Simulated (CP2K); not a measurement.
Two runs for the C K edge of 2-trifluoromethylpyrrole. Run A: CP2K XAS_TDP, all-electron GAPW, PBEh(45%), aug-cc-pVDZ, TDA, no relativity. Run B differs in one setting.

First lines with a strength over 0.0015. A:

```tsv
atom	energy (eV)	states	strength, one atom
C2 (bonded to C and 3 F)	289.34	1	0.0587
	289.69	1	0.0841
	291.67	1	0.0197
	292.34	1	0.0194
	292.69	1	0.0039
C5 (bonded to 2 C and N)	282.78	1	0.0428
	285.62	1	0.0062
	286.34	1	0.0061
	286.97	1	0.0067
	287.10	1	0.0036
C6 (bonded to 2 C and H)	281.91	1	0.0494
	284.54	1	0.0046
	284.56	1	0.0079
	285.16	1	0.0035
	285.87	1	0.0037
C7 (bonded to 2 C and H)	282.32	1	0.0501
	283.66	1	0.0038
	284.20	1	0.0085
	284.91	1	0.0024
	285.65	1	0.0033
C8 (bonded to C, N and H)	282.54	1	0.0527
	284.93	1	0.0118
	285.80	1	0.0025
	285.93	1	0.0026
	286.28	1	0.0016
```

B:

```tsv
atom	energy (eV)	states	strength, one atom
C2 (bonded to C and 3 F)	289.44	1	0.0579
	289.83	1	0.0868
	292.76	1	0.0700
	293.00	1	0.0335
	293.90	1	0.0079
C5 (bonded to 2 C and N)	282.80	1	0.0424
	286.25	1	0.0196
	287.45	1	0.0081
	288.88	1	0.0137
	289.57	1	0.0202
C6 (bonded to 2 C and H)	281.95	1	0.0487
	284.76	1	0.0047
	285.83	1	0.0230
	286.93	1	0.0019
	287.62	1	0.0119
C7 (bonded to 2 C and H)	282.40	1	0.0494
	283.80	1	0.0039
	285.58	1	0.0227
	287.19	1	0.0079
	287.27	1	0.0130
C8 (bonded to C, N and H)	282.58	1	0.0520
	286.07	1	0.0025
	286.18	1	0.0283
	287.33	1	0.0155
	288.76	1	0.0179
```

Q: Which was it: scalar relativity switched on, the functional, the basis, GW2X switched on?

The basis (basis from aug-cc-pVDZ to 6-31G*; the lines alone don't name the new value). A basis moves diffuse and continuum lines far more than the leading valence line. Against PBEh(45%) in aug-cc-pVDZ, the leading lines move by +0.10 eV (C2, to 289.44), +0.02 eV (C5, to 282.80), +0.04 eV (C6, to 281.95), +0.08 eV (C7, to 282.40) and +0.04 eV (C8, to 282.58).

[Banner, clock and machine lines of the logs are left out without a mark of their own.]

[Logs are printed without paths, hosts, clocks, repeated set-up lines and the standing remarks that a program may print on its own settings, such as how far it seeks lower states.]

[Hosts, paths, dates, database ids (printed as entryN), source tags and the programs' standing remarks are cut or masked in the printed files.]
